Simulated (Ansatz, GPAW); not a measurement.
# Se/Ru(0001): simulated STM images

What would a tunnelling microscope show on Se/Ru(0001)?

Calculated with GPAW 26.7.0 and Ansatz 0.2.0; Ansatz plane waves; slab in vacuum with a dipole correction, relaxation, in the first sound run; inputs show where later runs differ.

Report form: the programs' logs are mostly left out.

## Step 1: Set-up

The cell holds 5 atoms: 4 Ru and 1 Se. Its edges and angles: a = 2.700 Å, b = 2.700 Å, c = 26.733 Å, α = 90.0°, β = 90.0°, γ = 60.0°. Vacuum lies along c.

## Step 2: Relaxing the atoms

Forces are removed first; all later runs use this geometry. The lowest 2 atoms are held at bulk positions and keep their forces.

Contents of input.yaml:

```yaml
crystal:
  lattice:
    - [2.7, 0.0, 0.0]
    - [1.35, 2.3382685902, 0.0]
    - [0.0, 0.0, 26.7327092233]
  atoms:
    - { symbol: Ru, position: [0.6666666667, 0.6666666667, 0.3366662138] }
    - { symbol: Ru, position: [0.0, 0.0, 0.4166581063] }
    - { symbol: Ru, position: [0.6666666667, 0.6666666667, 0.4966499987] }
    - { symbol: Ru, position: [0.0, 0.0, 0.5766418911] }
    - { symbol: Se, position: [0.3333333333, 0.3333333333, 0.6633337862] }
kpoints:
  mp_grid: { grid: [13, 13, 1] }
hamiltonian:
  xc: pbe
scf:
  occupations: { method: fermi_dirac, width: 0.1 }
efield:
  axis: 3
  dipole_correction: true
  ramp_width: 0.05
relax:
  f_tol: 0.02
  max_steps: 60
  constraints: [{ sites: [0, 1] }]
output:
  write_potential: true
  write_density: true
  volumetric_format: npy
```

Command:

```console
ansatz run input.yaml --threads 4 --pin off --max-ram 8192MiB --backend cpu --events-out ev --progress --plain --runs-dir out
```

It took 17 s on 4 threads of Intel Xeon Platinum 8488C (Sapphire Rapids), shared host; peak memory 0.6 GiB; 62 s of CPU time.

Step by step:

```
step  energy less that of the first step (eV)  largest force component (eV/Å)
   1                                   0.0000                          0.6478
   2                                  -0.0777                          0.5102
   3                                  -0.0883                          0.2532
   4                                  -0.0922                          0.0072
   5                                  -0.0922                          0.0063
```

Forces are held to the 6 operations that the run works with; a distortion that breaks them can't arise in this run.

The atoms that moved most (Å):

```
atom     dx     dy      dz  length
 Se5  0.000  0.000  -0.208   0.208
 Ru4  0.000  0.000   0.032   0.032
 Ru3  0.000  0.000   0.010   0.010
```

Final coordinates:

```cif
data_structure
_symmetry_space_group_name_H-M 'P 1'
_symmetry_Int_Tables_number 1
_cell_length_a 2.7000
_cell_length_b 2.7000
_cell_length_c 26.7327
_cell_angle_alpha 90.000
_cell_angle_beta 90.000
_cell_angle_gamma 60.000
_cell_volume 168.77
loop_
_atom_site_label
_atom_site_type_symbol
_atom_site_fract_x
_atom_site_fract_y
_atom_site_fract_z
_atom_site_occupancy
Ru1 Ru 0.66667 0.66667 0.33667 1
Ru2 Ru 0.00000 0.00000 0.41666 1
Ru3 Ru 0.66667 0.66667 0.49702 1
Ru4 Ru 0.00000 0.00000 0.57782 1
Se5 Se 0.33333 0.33333 0.65555 1
```

This step gave:

* free energy: -28982.0107 eV
* smearing term TS: 0.1545 eV
* symmetry operations: 6
* upper work function: 3.747 eV
* lower work function: 5.031 eV
* dipole along the normal: 0.04479 e·Å
* dipole field: 0.04802 V/Å
* vacuum level above: 10.32 eV
* vacuum level below: 11.61 eV

The electrostatic potential energy of an electron (with the applied field's), less the Fermi level, planar mean oscillates, so the rows of the table below give means over windows of 2.08 Å about each position, cut where the curve ends. Its maxima inside the range that stand out by 2 % of the span (Å: eV): 10.1: -1.86, 12.2: -1.96, 14.4: -1.77, 16.5: -3.17. Its minima: 9.1: -28.3, 11.1: -28.9, 13.2: -28.5, 15.4: -28.8, 17.5: -10.4.

The electrostatic potential energy of an electron (with the applied field's), less the Fermi level, planar mean by z; means over each step:

z (Å), electrostatic potential energy of an electron (with the applied field's), less the Fermi level, planar mean (eV) and a bar from the least value:
```
     1.04        4.9 ##############################
     3.12        5.0 ##############################
     5.20        5.0 ##############################
     7.28        2.7 ###########################
     9.36      -14.7 #
    11.44      -15.1 #
    13.52      -15.1 #
    15.60      -15.5 
    17.68       -7.0 ############
    19.76        3.4 ############################
    21.84        3.7 ############################
    23.92        3.7 ############################
    26.00        3.8 ############################
```

The valence density, planar mean by z:

```
z (Å)  valence density, planar mean (e/Å³)
  5.0                               8.7e-5
  5.5                               3.3e-4
  6.0                              0.00115
  6.5                              0.00405
  7.0                               0.0144
  7.5                               0.0515
  8.0                                0.204
  8.5                                 1.16
  9.0                                 2.18
  9.5                                 1.18
 10.0                                0.391
 10.5                                0.805
 11.0                                 2.11
 11.5                                 1.60
 12.0                                0.454
 12.5                                0.532
 13.0                                 1.80
 13.5                                 1.98
 14.0                                0.645
 14.5                                0.398
 15.0                                 1.35
 15.5                                 2.18
 16.0                                 1.03
 16.5                                0.377
 17.0                                0.796
 17.5                                 3.01
 18.0                                0.900
 18.5                                0.208
 19.0                               0.0474
 19.5                               0.0101
 20.0                              0.00214
 20.5                               4.5e-4
 21.0                               1.1e-4
```

The relaxation lowered the energy of the cell by 0.0922 eV.

## Step 3: Plane waves, PBE

With the geometry fixed, the planar mean of the potential gives the vacuum level on each side.

This step: GPAW, PAW setups; slab in vacuum (GPAW 26.7.0).

Contents of run.py:

```python
import json
import numpy as np
from ase import Atoms
from ase.dft.stm import STM
from gpaw import GPAW, PW

slab = Atoms(
    ['Ru', 'Ru', 'Ru', 'Ru', 'Se'],
    positions=[
        [2.70000, 1.55885, 9.00000],
        [-0.00000, -0.00000, 11.13840],
        [2.70000, 1.55885, 13.28674],
        [-0.00000, -0.00000, 15.44674],
        [1.35000, 0.77942, 17.52458]],
    cell=[[2.7, 0.0, 0.0], [1.35, 2.33827, 0.0], [0.0, 0.0, 26.73271]],
    pbc=[True, True, False])

slab.calc = GPAW(mode=PW(400), xc='PBE', kpts={'size': (13, 13, 1), 'gamma': True},
                 occupations={'name': 'fermi-dirac', 'width': 0.1}, nbands='160%',
                 convergence={'density': 1e-05}, maxiter=200,
                 poissonsolver={'dipolelayer': 'xy'},
                 symmetry={'tolerance': 1e-3}, txt='slab.txt')
result = {}
energy = slab.get_potential_energy()
fermi = slab.calc.get_fermi_level()
v = slab.calc.get_electrostatic_potential().mean((0, 1)) - fermi
n = slab.calc.get_pseudo_density().mean((0, 1))
L = slab.cell[2, 2]
z = np.arange(len(v)) * L / len(v)
low, high = slab.positions[:, 2].min(), slab.positions[:, 2].max()
below, above = np.interp([low - 6.8, high + 6.8], z, v)
slopes = [np.interp(x, z, np.gradient(v, z)) for x in (low - 6.8, high + 6.8)]
eps = np.array([[slab.calc.get_eigenvalues(k, s) for k in range(len(slab.calc.get_ibz_k_points()))]
                for s in range(slab.calc.get_number_of_spins())]) - fermi
top, bottom = eps[eps < 0].max(), eps[eps > 0].min()
dipole = slab.get_dipole_moment()[2]
print(f'energy {energy:.4f} eV, Fermi level {fermi:.4f} eV, dipole {dipole:.5f} e A')
print(f'potential 6.8 A off the faces, from the Fermi level: lower {below:.4f} eV, upper {above:.4f} eV')
print(f'slope of the potential there: lower {slopes[0]:.5f}, upper {slopes[1]:.5f} eV/A')
print(f'nearest levels on the mesh: {top:.4f} and {bottom:.4f} eV')
print('magnetic moment', round(slab.get_magnetic_moment(), 3))
result.update(energy=energy, fermi=fermi, dipole=dipole, below=below, above=above, slopes=slopes, edges=[top, bottom],
              z=z.tolist(), v=v.tolist(), n=n.tolist(), positions=slab.positions.tolist(),
              forces=slab.get_forces(apply_constraint=False).tolist(), moments=slab.get_magnetic_moments().tolist())

# Images need the states of the whole zone, up to time reversal
slab.calc = slab.calc.fixed_density(symmetry={'point_group': False}, txt='states.txt',
                                    convergence={'bands': 'CBM+0.8'})
stm = STM(slab)
result['stm'] = []
for bias in [-0.5, 0.5]:
    height = high + 4.0
    current = stm.get_averaged_current(bias, height)
    x, y, h = stm.scan(bias, current)
    i, f = divmod(height / L * stm.ldos.shape[2], 1)
    I = abs((1 - f) * stm.ldos[:, :, int(i)] + f * stm.ldos[:, :, int(i) + 1])
    print(f'bias {bias} V: mean current at 4.0 A {current:.4e}, corrugation {np.ptp(h):.4f} A')
    result['stm'].append(dict(bias=bias, current=current, h=(h - high).tolist(), I=I.tolist()))
json.dump(result, open('result.json', 'w'))
```

Command:

```console
OMP_NUM_THREADS=1 OPENBLAS_NUM_THREADS=1 python run.py
```

Wall time 4.6 min (1 thread); peak memory 0.58 GiB.

This step gave:

- dipole along the normal: 0.04404 e·Å
- levels nearest the Fermi level on the mesh: -0.01358, 2.90e-4 eV from the Fermi level
- upper work function: 3.760 eV
- lower work function: 5.013 eV
- corrugation -0.5: 0.07066 Å
- corrugation 0.5: 0.06134 Å

The electrostatic potential energy of an electron (without an applied field's), less the Fermi level, planar mean by z:

z (Å), electrostatic potential energy of an electron (without an applied field's), less the Fermi level, planar mean (eV) and a bar from the least value:
```
      0.0        4.4 ##############################
      0.5        5.0 ##############################
      1.0        5.0 ##############################
      1.5        5.0 ##############################
      2.0        5.0 ##############################
      2.5        5.0 ##############################
      3.0        5.0 ##############################
      3.5        5.0 ##############################
      4.0        5.0 ##############################
      4.5        5.0 ##############################
      5.0        5.0 ##############################
      5.5        5.0 ##############################
      6.0        5.0 ##############################
      6.5        4.9 ##############################
      7.0        4.6 ##############################
      7.5        3.6 #############################
      8.0       -0.1 ##########################
      8.5      -12.9 ################
      9.0      -27.9 ####
      9.5      -13.0 ################
     10.0       -2.0 #########################
     10.5       -8.5 ###################
     11.0      -26.7 #####
     11.5      -19.0 ###########
     12.0       -3.5 #######################
     12.5       -4.7 ######################
     13.0      -21.9 #########
     13.5      -24.5 #######
     14.0       -6.3 #####################
     14.5       -2.3 ########################
     15.0      -15.3 ##############
     15.5      -28.0 ####
     16.0      -11.9 #################
     16.5       -3.2 ########################
     17.0      -12.5 ################
     17.5      -33.4 
     18.0      -13.9 ###############
     18.5       -0.4 ##########################
     19.0        2.9 ############################
     19.5        3.6 #############################
     20.0        3.7 #############################
     20.5        3.7 #############################
     21.0        3.8 #############################
     21.5        3.8 #############################
     22.0        3.8 #############################
     22.5        3.8 #############################
     23.0        3.8 #############################
     23.5        3.8 #############################
     24.0        3.8 #############################
     24.5        3.8 #############################
     25.0        3.8 #############################
     25.5        3.8 #############################
     26.0        3.8 #############################
     26.5        4.0 #############################
```

The pseudo valence density, planar mean oscillates, so the rows of the table below give means over windows of 1 Å about each position, cut where the curve ends. Its maxima inside the range that stand out by 2 % of the span (Å: e/Å³): 9.0: 2.68, 11.1: 2.68, 13.3: 2.67, 15.4: 2.66, 17.1: 0.583, 18.0: 0.570. Its minima: 10.1: 0.373, 12.2: 0.365, 14.3: 0.359, 16.5: 0.375, 17.5: 0.285.

The pseudo valence density, planar mean by z; means over each step:

z (Å), pseudo valence density, planar mean (e/Å³) and a bar:
```
        5       0.00 
        6       0.00 
        7       0.02 
        8       0.31 #####
        9       1.87 ##############################
       10       0.54 #########
       11       1.82 #############################
       12       0.63 ##########
       13       1.65 ##########################
       14       0.81 #############
       15       1.35 ######################
       16       1.14 ##################
       17       0.46 #######
       18       0.41 #######
       19       0.07 #
       20       0.00 
       21       0.00
```

Tip height over the top atom over a1 and a2. Sample bias -0.5 V, constant current at the mean current 4.0 Å over the top atom.

Values in Å, 14 rows by 14 columns:
```
4.025 4.025 4.021 4.013 4.006 4.003 3.997 3.987 3.987 3.997 4.003 4.006 4.013 4.021
4.019 4.021 4.019 4.013 4.004 3.997 3.988 3.977 3.971 3.977 3.988 3.997 4.004 4.013
4.012 4.015 4.015 4.012 4.006 3.997 3.983 3.969 3.960 3.960 3.969 3.983 3.997 4.006
4.008 4.010 4.012 4.010 4.008 4.003 3.988 3.969 3.958 3.955 3.958 3.969 3.988 4.003
4.007 4.008 4.010 4.010 4.008 4.007 3.997 3.977 3.960 3.955 3.955 3.960 3.977 3.997
4.000 4.004 4.006 4.008 4.006 4.004 4.000 3.987 3.971 3.960 3.958 3.960 3.971 3.987
3.995 3.999 4.001 4.001 4.001 4.001 3.999 3.995 3.987 3.977 3.969 3.969 3.977 3.987
4.000 3.999 3.998 3.995 3.993 3.995 3.998 3.999 4.000 3.997 3.988 3.983 3.988 3.997
4.007 4.004 4.001 3.995 3.989 3.989 3.995 4.001 4.004 4.007 4.003 3.997 3.997 4.003
4.008 4.008 4.006 4.001 3.993 3.989 3.993 4.001 4.006 4.008 4.008 4.006 4.004 4.006
4.012 4.010 4.010 4.008 4.001 3.995 3.995 4.001 4.008 4.010 4.010 4.012 4.013 4.013
4.019 4.015 4.012 4.010 4.006 4.001 3.998 4.001 4.006 4.010 4.012 4.015 4.019 4.021
4.025 4.021 4.015 4.010 4.008 4.004 3.999 3.999 4.004 4.008 4.010 4.015 4.021 4.025
4.026 4.025 4.019 4.012 4.008 4.007 4.000 3.995 4.000 4.007 4.008 4.012 4.019 4.025
```
Columns: a1 from 0 to 0.929; rows upwards: a2 from 0 to 0.929.

Local density of states summed over the bias window over a1 and a2. Sample bias -0.5 V, constant height 4.0 Å over the top atom.

Values in units of 1e-6 arbitrary, 14 rows by 14 columns:
```
2.3 2.3 2.3 2.3 2.2 2.2 2.2 2.1 2.1 2.2 2.2 2.2 2.3 2.3
2.3 2.3 2.3 2.3 2.2 2.2 2.1 2.0 2.0 2.0 2.1 2.2 2.2 2.3
2.2 2.3 2.3 2.2 2.2 2.2 2.1 2.0 2.0 2.0 2.0 2.1 2.2 2.2
2.2 2.2 2.2 2.2 2.2 2.2 2.1 2.0 2.0 2.0 2.0 2.0 2.1 2.2
2.2 2.2 2.2 2.2 2.2 2.2 2.2 2.0 2.0 2.0 2.0 2.0 2.0 2.2
2.2 2.2 2.2 2.2 2.2 2.2 2.2 2.1 2.0 2.0 2.0 2.0 2.0 2.1
2.1 2.2 2.2 2.2 2.2 2.2 2.2 2.1 2.1 2.0 2.0 2.0 2.0 2.1
2.2 2.2 2.2 2.1 2.1 2.1 2.2 2.2 2.2 2.2 2.1 2.1 2.1 2.2
2.2 2.2 2.2 2.1 2.1 2.1 2.1 2.2 2.2 2.2 2.2 2.2 2.2 2.2
2.2 2.2 2.2 2.2 2.1 2.1 2.1 2.2 2.2 2.2 2.2 2.2 2.2 2.2
2.2 2.2 2.2 2.2 2.2 2.1 2.1 2.2 2.2 2.2 2.2 2.2 2.3 2.3
2.3 2.3 2.2 2.2 2.2 2.2 2.2 2.2 2.2 2.2 2.2 2.3 2.3 2.3
2.3 2.3 2.3 2.2 2.2 2.2 2.2 2.2 2.2 2.2 2.2 2.3 2.3 2.3
2.3 2.3 2.3 2.2 2.2 2.2 2.2 2.1 2.2 2.2 2.2 2.2 2.3 2.3
```
Columns: a1 from 0 to 0.929; rows upwards: a2 from 0 to 0.929.

Tip height over the top atom over a1 and a2. Sample bias 0.5 V, constant current at the mean current 4.0 Å over the top atom.

Ten even steps from '_' (3.953 Å) to '@' (4.014 Å):
```
@@@@%%%%%%##**++++**##%%%%%%
%%@@%%%%####**==--==**####%%
%%%%%%%%%%##++--....--++##%%
%%@@@@@@%%##**--______--**##
%%@@@@@@@@%%**==..____..==**
##@@@@%%@@@@##++--..__..--++
**@@@@%%%%@@@@**++==----==++
##@@@@@@%%@@@@@@##****++****
%%@@@@@@%%%%@@@@@@%%########
%%@@@@%%%%%%%%%%@@@@%%%%##%%
%%@@@@%%%%@@@@%%%%@@@@%%%%%%
%%%%@@@@@@@@@@@@@@@@@@%%%%%%
@@@@%%@@@@@@@@@@@@@@@@%%@@@@
@@@@%%%%%%%%##**##%%%%%%%%@@
```
Columns: a1 from 0 to 0.929; rows upwards: a2 from 0 to 0.929.

Local density of states summed over the bias window over a1 and a2. Sample bias 0.5 V, constant height 4.0 Å over the top atom.

Ten even steps from '0' (3.34 × 1e-6 arbitrary) to '9' (3.83 × 1e-6 arbitrary):
```
99877764467778
88876653235667
88887653113567
88988753101357
78998763100136
68888864211124
68988986433334
68987898665556
78987789877667
88887778888767
88988888898877
88998999899888
98888888888889
99888766678889
```
Columns: a1 from 0 to 0.929; rows upwards: a2 from 0 to 0.929.

Force by atom:

```
atom  x (eV/Å)  y (eV/Å)  z (eV/Å)   size
 Ru1     0.000     0.000     0.602  0.602
 Ru2     0.000     0.000    -0.606  0.606
 Ru3     0.000     0.000     0.021  0.021
 Ru4     0.000     0.000    -0.056  0.056
 Se5     0.000     0.000     0.038  0.038
```

The potential is flat to 5.3e-4 eV/Å where it is read, so the vacuum is wide enough. The geometry is the other program's minimum; here the largest force on a free atom is 0.056 eV/Å.

[end of part 1 of 2]

[Logs are printed without paths, hosts, clocks, repeated set-up lines and the standing remarks that a program may print on its own settings, such as how far it seeks lower states.]

[Hosts, paths, dates, database ids (printed as entryN), source tags and the programs' standing remarks are cut or masked in the printed files.]
